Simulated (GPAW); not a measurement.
# A 9-layer slab of Cu(110) in an electric field

Aim: the dipole that a field along the normal induces in a 9-layer slab of Cu(110).

Program: GPAW 26.7.0. Level of theory: GPAW, PAW setups; slab in vacuum, relaxation, in the first sound run; inputs show where later runs differ. Results are calculated unless marked as measured.

## 1. Starting point

The cell holds 9 atoms: 9 Cu. Cell: a = 3.610 Å, b = 2.553 Å, c = 26.211 Å, α = 90.0°, β = 90.0°, γ = 90.0°. Vacuum lies along c.

## 2. Relaxation

The atoms are relaxed first, since the surface dipole, and with it the work function, follows the positions of the outer layers. The lowest 4 atoms are held at bulk positions and keep their forces.

Input file run.py:

```python
import json
import numpy as np
from ase import Atoms
from ase.constraints import FixAtoms
from ase.optimize import BFGS
from gpaw import GPAW, PW

slab = Atoms(
    ['Cu', 'Cu', 'Cu', 'Cu', 'Cu', 'Cu', 'Cu', 'Cu', 'Cu'],
    positions=[
        [0.00000, 0.00000, 8.00000],
        [1.80500, 1.27633, 9.27633],
        [0.00000, 0.00000, 10.55266],
        [1.80500, 1.27633, 11.82898],
        [0.00000, 0.00000, 13.10531],
        [1.80500, 1.27633, 14.38164],
        [0.00000, 0.00000, 15.65797],
        [1.80500, 1.27633, 16.93429],
        [0.00000, 0.00000, 18.21062]],
    cell=[[3.61, 0.0, 0.0], [0.0, 2.55266, 0.0], [0.0, 0.0, 26.21062]],
    pbc=[True, True, False])

slab.calc = GPAW(mode=PW(400), xc='PBE', kpts={'size': (9, 12, 1), 'gamma': True},
                 occupations={'name': 'fermi-dirac', 'width': 0.1}, nbands='160%',
                 convergence={'density': 1e-05}, maxiter=200,
                 poissonsolver={'dipolelayer': 'xy'},
                 symmetry={'tolerance': 1e-3, 'extra_ids': [1, 1, 1, 1, 0, 0, 0, 0, 0]}, txt='slab.txt')
result = {}
slab.set_constraint(FixAtoms([0, 1, 2, 3]))
path = []
opt = BFGS(slab, maxstep=0.2)
opt.attach(lambda: path.append((slab.get_potential_energy(), slab.positions.tolist(), slab.get_forces().tolist())))
result['relaxed'] = bool(opt.run(fmax=0.03, steps=40))
result['path'] = path
energy = slab.get_potential_energy()
fermi = slab.calc.get_fermi_level()
v = slab.calc.get_electrostatic_potential().mean((0, 1)) - fermi
n = slab.calc.get_pseudo_density().mean((0, 1))
L = slab.cell[2, 2]
z = np.arange(len(v)) * L / len(v)
low, high = slab.positions[:, 2].min(), slab.positions[:, 2].max()
below, above = np.interp([low - 5.8, high + 5.8], z, v)
slopes = [np.interp(x, z, np.gradient(v, z)) for x in (low - 5.8, high + 5.8)]
eps = np.array([[slab.calc.get_eigenvalues(k, s) for k in range(len(slab.calc.get_ibz_k_points()))]
                for s in range(slab.calc.get_number_of_spins())]) - fermi
top, bottom = eps[eps < 0].max(), eps[eps > 0].min()
dipole = slab.get_dipole_moment()[2]
print(f'energy {energy:.4f} eV, Fermi level {fermi:.4f} eV, dipole {dipole:.5f} e A')
print(f'potential 5.8 A off the faces, from the Fermi level: lower {below:.4f} eV, upper {above:.4f} eV')
print(f'slope of the potential there: lower {slopes[0]:.5f}, upper {slopes[1]:.5f} eV/A')
print(f'nearest levels on the mesh: {top:.4f} and {bottom:.4f} eV')
print('magnetic moment', round(slab.get_magnetic_moment(), 3))
result.update(energy=energy, fermi=fermi, dipole=dipole, below=below, above=above, slopes=slopes, edges=[top, bottom],
              z=z.tolist(), v=v.tolist(), n=n.tolist(), positions=slab.positions.tolist(),
              forces=slab.get_forces(apply_constraint=False).tolist(), moments=slab.get_magnetic_moments().tolist())
json.dump(result, open('result.json', 'w'))
```

Started as:

```
> OMP_NUM_THREADS=1 OPENBLAS_NUM_THREADS=1 python run.py
```

What it wrote:

```text
Step          Energy          fmax
BFGS:    0      -30.126923        0.404587
BFGS:    1      -30.130115        0.366123
BFGS:    2      -30.144296        0.086834
BFGS:    3      -30.144415        0.076232
BFGS:    4      -30.145028        0.031425
BFGS:    5      -30.145177        0.043536
BFGS:    6      -30.145258        0.043782
BFGS:    7      -30.145531        0.041802
BFGS:    8      -30.145913        0.056362
BFGS:    9      -30.146223        0.053820
BFGS:   10      -30.146439        0.038076
BFGS:   11      -30.146505        0.026038
energy -30.0992 eV, Fermi level 1.1557 eV, dipole -0.00104 e A
potential 5.8 A off the faces, from the Fermi level: lower 4.2998 eV, upper 4.3241 eV
slope of the potential there: lower -0.00020, upper 0.00019 eV/A
nearest levels on the mesh: -0.0127 and 0.0021 eV
magnetic moment 0.0
```

Run time: 35 min. Hardware: 1 thread of Intel Xeon Platinum 8559C (Emerald Rapids), shared host; peak memory 0.44 GiB.

Step by step:

```
step  energy less that of the first step (eV)  largest force (eV/Å)
   1                                   0.0000                0.4046
   2                                  -0.0032                0.3661
   3                                  -0.0171                0.0868
   4                                  -0.0173                0.0762
   5                                  -0.0178                0.0314
   6                                  -0.0179                0.0435
   7                                  -0.0179                0.0438
   8                                  -0.0181                0.0418
   9                                  -0.0183                0.0564
  10                                  -0.0184                0.0538
  11                                  -0.0185                0.0381
  12                                  -0.0186                0.0260
```

The atoms that moved most (Å):

```
atom     dx     dy      dz  length
 Cu8  0.000  0.000   0.093   0.093
 Cu7  0.000  0.000   0.036   0.036
 Cu6  0.000  0.000   0.034   0.034
 Cu5  0.000  0.000   0.023   0.023
 Cu9  0.000  0.000  -0.006   0.006
```

Final coordinates:

```xyz
9
Lattice="3.6100 0.0000 0.0000 0.0000 2.5527 0.0000 0.0000 0.0000 26.2106" Properties=species:S:1:pos:R:3
Cu    0.0000    0.0000    8.0000
Cu    1.8050    1.2763    9.2763
Cu    0.0000    0.0000   10.5527
Cu    1.8050    1.2763   11.8290
Cu    0.0000    0.0000   13.1282
Cu    1.8050    1.2763   14.4157
Cu    0.0000    0.0000   15.6942
Cu    1.8050    1.2763   17.0268
Cu    0.0000    0.0000   18.2046
```

This step gave:

| Quantity | Value |
| --- | --- |
| dipole along the normal | -0.001045 e·Å |
| levels nearest the Fermi level on the mesh | -0.01267, 0.002126 eV from the Fermi level |
| upper work function | 4.324 eV |
| lower work function | 4.300 eV |

The electrostatic potential energy of an electron (without an applied field's), less the Fermi level, planar mean oscillates, so the rows of the table below give means over windows of 1.26 Å about each position, cut where the curve ends. Its maxima inside the range that stand out by 2 % of the span (Å: eV): 8.6: -5.05, 10.0: -5.31, 11.2: -5.23, 12.5: -4.91, 13.7: -5.10, 15.1: -5.23, 16.4: -4.54, 17.6: -6.38. Its minima: 8.1: -10.4, 9.3: -11.0, 10.6: -11.1, 11.8: -11.1, 13.1: -11.0, 14.5: -11.0, 15.7: -11.0, 17.1: -11.1, 18.1: -10.7.

Table of electrostatic potential energy of an electron (without an applied field's), less the Fermi level, planar mean by z; means over each step:

```
z (Å)  electrostatic potential energy of an electron (without an applied field's), less the Fermi level, planar mean (eV)
 0.63                                                                                                                4.30
 1.89                                                                                                                4.30
 3.15                                                                                                                4.30
 4.41                                                                                                                4.29
 5.67                                                                                                                4.20
 6.93                                                                                                                1.81
 8.19                                                                                                               -7.42
 9.45                                                                                                               -8.10
10.71                                                                                                               -8.13
11.97                                                                                                               -8.01
13.23                                                                                                               -8.01
14.49                                                                                                               -8.08
15.75                                                                                                               -7.93
17.01                                                                                                               -8.26
18.27                                                                                                               -7.04
19.53                                                                                                                3.03
20.79                                                                                                                4.27
22.05                                                                                                                4.32
23.31                                                                                                                4.32
24.57                                                                                                                4.32
25.83                                                                                                                4.32
```

The pseudo valence density, planar mean oscillates, so the rows of the table below give means over windows of 1.26 Å about each position, cut where the curve ends. Its maxima inside the range that stand out by 2 % of the span (Å: e/Å³): 8.0: 1.52, 9.2: 1.54, 10.5: 1.52, 11.7: 1.49, 13.2: 1.49, 14.5: 1.54, 15.7: 1.55, 17.0: 1.55, 18.2: 1.52. Its minima: 8.6: 0.463, 9.9: 0.469, 11.1: 0.479, 12.6: 0.475, 13.8: 0.465, 15.1: 0.462, 16.4: 0.421, 17.6: 0.537.

The pseudo valence density, planar mean by z; means over each step:

z (Å), pseudo valence density, planar mean (e/Å³) and a bar:
```
     4.41       0.00 
     5.67       0.00 
     6.93       0.12 ####
     8.19       0.91 #############################
     9.45       0.94 ##############################
    10.71       0.94 ##############################
    11.97       0.93 #############################
    13.23       0.93 #############################
    14.49       0.94 ##############################
    15.75       0.93 #############################
    17.01       0.95 ##############################
    18.27       0.88 ############################
    19.53       0.05 ##
    20.79       0.00 
    22.05       0.00
```

The relaxation lowered the energy of the cell by 0.0186 eV (energies extrapolated to zero smearing; the optimiser's log prints free energies). The largest force left on a free atom is 0.026 eV/Å.

## 3. Plane waves, PBE

With the geometry fixed, the planar mean of the potential gives the vacuum level on each side.

This step: GPAW, PAW setups; slab in vacuum (GPAW 26.7.0).

Changes to run.py since step 2:

```diff
@@ -3,4 +3,2 @@
 from ase import Atoms
-from ase.constraints import FixAtoms
-from ase.optimize import BFGS
 from gpaw import GPAW, PW
@@ -14,7 +12,7 @@
         [1.80500, 1.27633, 11.82898],
-        [0.00000, 0.00000, 13.10531],
-        [1.80500, 1.27633, 14.38164],
-        [0.00000, 0.00000, 15.65797],
-        [1.80500, 1.27633, 16.93429],
-        [0.00000, 0.00000, 18.21062]],
+        [0.00000, 0.00000, 13.12821],
+        [1.80500, 1.27633, 14.41571],
+        [-0.00000, 0.00000, 15.69422],
+        [1.80500, 1.27633, 17.02683],
+        [-0.00000, -0.00000, 18.20457]],
     cell=[[3.61, 0.0, 0.0], [0.0, 2.55266, 0.0], [0.0, 0.0, 26.21062]],
@@ -26,10 +24,4 @@
                  poissonsolver={'dipolelayer': 'xy'},
-                 symmetry={'tolerance': 1e-3, 'extra_ids': [1, 1, 1, 1, 0, 0, 0, 0, 0]}, txt='slab.txt')
+                 symmetry={'tolerance': 1e-3}, txt='slab.txt')
 result = {}
-slab.set_constraint(FixAtoms([0, 1, 2, 3]))
-path = []
-opt = BFGS(slab, maxstep=0.2)
-opt.attach(lambda: path.append((slab.get_potential_energy(), slab.positions.tolist(), slab.get_forces().tolist())))
-result['relaxed'] = bool(opt.run(fmax=0.03, steps=40))
-result['path'] = path
 energy = slab.get_potential_energy()
```

What it wrote:

```text
energy -30.0992 eV, Fermi level 1.1555 eV, dipole -0.00132 e A
potential 5.8 A off the faces, from the Fermi level: lower 4.2999 eV, upper 4.3249 eV
slope of the potential there: lower -0.00012, upper 0.00020 eV/A
nearest levels on the mesh: -0.0126 and 0.0021 eV
magnetic moment 0.0
```

It took 6.5 min on 1 thread; peak memory 0.42 GiB.

Numbers from this step:

```yaml
dipole_along_the_normal: -0.001320 e·Å
levels_nearest_the_fermi_level_on_the_mesh: -0.01263, 0.002116 eV from the Fermi level
upper_work_function: 4.325 eV
```

The electrostatic potential energy of an electron (without an applied field's), less the Fermi level, planar mean oscillates, so the rows of the table below give means over windows of 1.26 Å about each position, cut where the curve ends. Its maxima inside the range that stand out by 2 % of the span (Å: eV): 8.6: -5.05, 10.0: -5.31, 11.2: -5.23, 12.5: -4.91, 13.7: -5.10, 15.1: -5.23, 16.4: -4.54, 17.6: -6.38. Its minima: 8.1: -10.4, 9.3: -11.0, 10.6: -11.1, 11.8: -11.1, 13.1: -11.0, 14.5: -11.0, 15.7: -11.0, 17.1: -11.1, 18.1: -10.7.

The electrostatic potential energy of an electron (without an applied field's), less the Fermi level, planar mean by z; means over each step:

z (Å), electrostatic potential energy of an electron (without an applied field's), less the Fermi level, planar mean (eV) and a bar from the least value:
```
     0.63        4.3 ##############################
     1.89        4.3 ##############################
     3.15        4.3 ##############################
     4.41        4.3 ##############################
     5.67        4.2 ##############################
     6.93        1.8 ########################
     8.19       -7.4 ##
     9.45       -8.1 
    10.71       -8.1 
    11.97       -8.0 #
    13.23       -8.0 #
    14.49       -8.1 
    15.75       -7.9 #
    17.01       -8.3 
    18.27       -7.0 ###
    19.53        3.0 ###########################
    20.79        4.3 ##############################
    22.05        4.3 ##############################
    23.31        4.3 ##############################
    24.57        4.3 ##############################
    25.83        4.3 ##############################
```

The pseudo valence density, planar mean oscillates, so the rows of the table below give means over windows of 1.26 Å about each position, cut where the curve ends. Its maxima inside the range that stand out by 2 % of the span (Å: e/Å³): 8.0: 1.52, 9.2: 1.54, 10.5: 1.52, 11.7: 1.49, 13.2: 1.49, 14.5: 1.54, 15.7: 1.55, 17.0: 1.55, 18.2: 1.52. Its minima: 8.6: 0.463, 9.9: 0.469, 11.1: 0.479, 12.6: 0.475, 13.8: 0.465, 15.1: 0.462, 16.4: 0.421, 17.6: 0.537.

The pseudo valence density, planar mean by z; means over each step:

```
z (Å)  pseudo valence density, planar mean (e/Å³)
 3.15                                      7.3e-6
 4.41                                      1.6e-4
 5.67                                     0.00360
 6.93                                       0.116
 8.19                                       0.906
 9.45                                       0.938
10.71                                       0.940
11.97                                       0.933
13.23                                       0.935
14.49                                       0.938
15.75                                       0.929
17.01                                       0.951
18.27                                       0.881
19.53                                      0.0528
20.79                                     0.00191
22.05                                      8.2e-5
```

Force by atom:

```
atom  x (eV/Å)  y (eV/Å)  z (eV/Å)   size
 Cu1     0.000     0.000     0.267  0.267
 Cu2     0.000     0.000    -0.402  0.402
 Cu3     0.000     0.000     0.037  0.037
 Cu4     0.000     0.000     0.113  0.113
 Cu5     0.000     0.000    -0.027  0.027
 Cu6     0.000     0.000    -0.003  0.003
 Cu7     0.000     0.000    -0.026  0.026
 Cu8     0.000     0.000     0.020  0.020
 Cu9     0.000     0.000     0.023  0.023
```

The potential is flat to 2.0e-4 eV/Å where it is read, so the vacuum is wide enough.

## 4. In a field

A uniform field along the normal polarises the slab; the atoms stay fixed, so this is the electronic response alone.

Changes to run.py since step 3:

```diff
@@ -4,2 +4,3 @@
 from gpaw import GPAW, PW
+from gpaw.external import ConstantElectricField
 
@@ -24,2 +25,3 @@
                  poissonsolver={'dipolelayer': 'xy'},
+                 external=ConstantElectricField(-0.2, [0, 0, 1]),
                  symmetry={'tolerance': 1e-3}, txt='slab.txt')
```

What it wrote:

```text
energy -30.1128 eV, Fermi level 1.1537 eV, dipole -0.13414 e A
potential 5.8 A off the faces, from the Fermi level: lower 2.9984 eV, upper 5.6338 eV
slope of the potential there: lower -0.00022, upper 0.00011 eV/A
nearest levels on the mesh: -0.0086 and 0.0021 eV
magnetic moment 0.0
```

It took 32 min on 1 thread; peak memory 0.65 GiB.

This step gave:

| Quantity | Value |
| --- | --- |
| dipole along the normal | -0.1341 e·Å |
| levels nearest the Fermi level on the mesh | -0.008625, 0.002132 eV from the Fermi level |
| potential below the slab, the applied field's own ramp left out | 2.998 eV from the Fermi level |
| potential above the slab, the applied field's own ramp left out | 5.634 eV from the Fermi level |

The electrostatic potential energy of an electron (without an applied field's), less the Fermi level, planar mean oscillates, so the rows of the table below give means over windows of 1.26 Å about each position, cut where the curve ends. Its maxima inside the range that stand out by 2 % of the span (Å: eV): 8.6: -5.95, 10.0: -5.94, 11.2: -5.60, 12.5: -5.03, 13.7: -4.97, 15.1: -4.83, 16.4: -3.89, 17.6: -5.48, 24.6: 5.63. Its minima: 8.0: -11.4, 9.2: -11.8, 10.6: -11.6, 11.8: -11.3, 13.1: -11.0, 14.4: -10.8, 15.7: -10.5, 17.0: -10.4, 18.1: -9.71.

The electrostatic potential energy of an electron (without an applied field's), less the Fermi level, planar mean by z; means over each step:

```
z (Å)  electrostatic potential energy of an electron (without an applied field's), less the Fermi level, planar mean (eV)
 0.63                                                                                                                3.19
 1.89                                                                                                                3.00
 3.15                                                                                                                3.00
 4.41                                                                                                                3.00
 5.67                                                                                                                2.91
 6.93                                                                                                               0.605
 8.19                                                                                                               -8.40
 9.45                                                                                                               -8.83
10.71                                                                                                               -8.61
11.97                                                                                                               -8.24
13.23                                                                                                               -7.98
14.49                                                                                                               -7.80
15.75                                                                                                               -7.40
17.01                                                                                                               -7.48
18.27                                                                                                               -6.00
19.53                                                                                                                4.27
20.79                                                                                                                5.57
22.05                                                                                                                5.63
23.31                                                                                                                5.63
24.57                                                                                                                5.63
25.83                                                                                                                5.49
```

Force by atom:

```
atom  x (eV/Å)  y (eV/Å)  z (eV/Å)   size
 Cu1     0.000     0.000     0.264  0.264
 Cu2     0.000     0.000    -0.398  0.398
 Cu3     0.000     0.000     0.030  0.030
 Cu4     0.000     0.000     0.117  0.117
 Cu5     0.000     0.000    -0.031  0.031
 Cu6     0.000     0.000     0.001  0.001
 Cu7     0.000     0.000    -0.030  0.030
 Cu8     0.000     0.000     0.023  0.023
 Cu9     0.000     0.000     0.023  0.023
```

The dipole is now -0.134 e Å, against -0.0013 in the run without a field.

[end of part 1 of 2]

[Logs are printed without paths, hosts, clocks, repeated set-up lines and the standing remarks that a program may print on its own settings, such as how far it seeks lower states.]

[Hosts, paths, dates, database ids (printed as entryN), source tags and the programs' standing remarks are cut or masked in the printed files.]
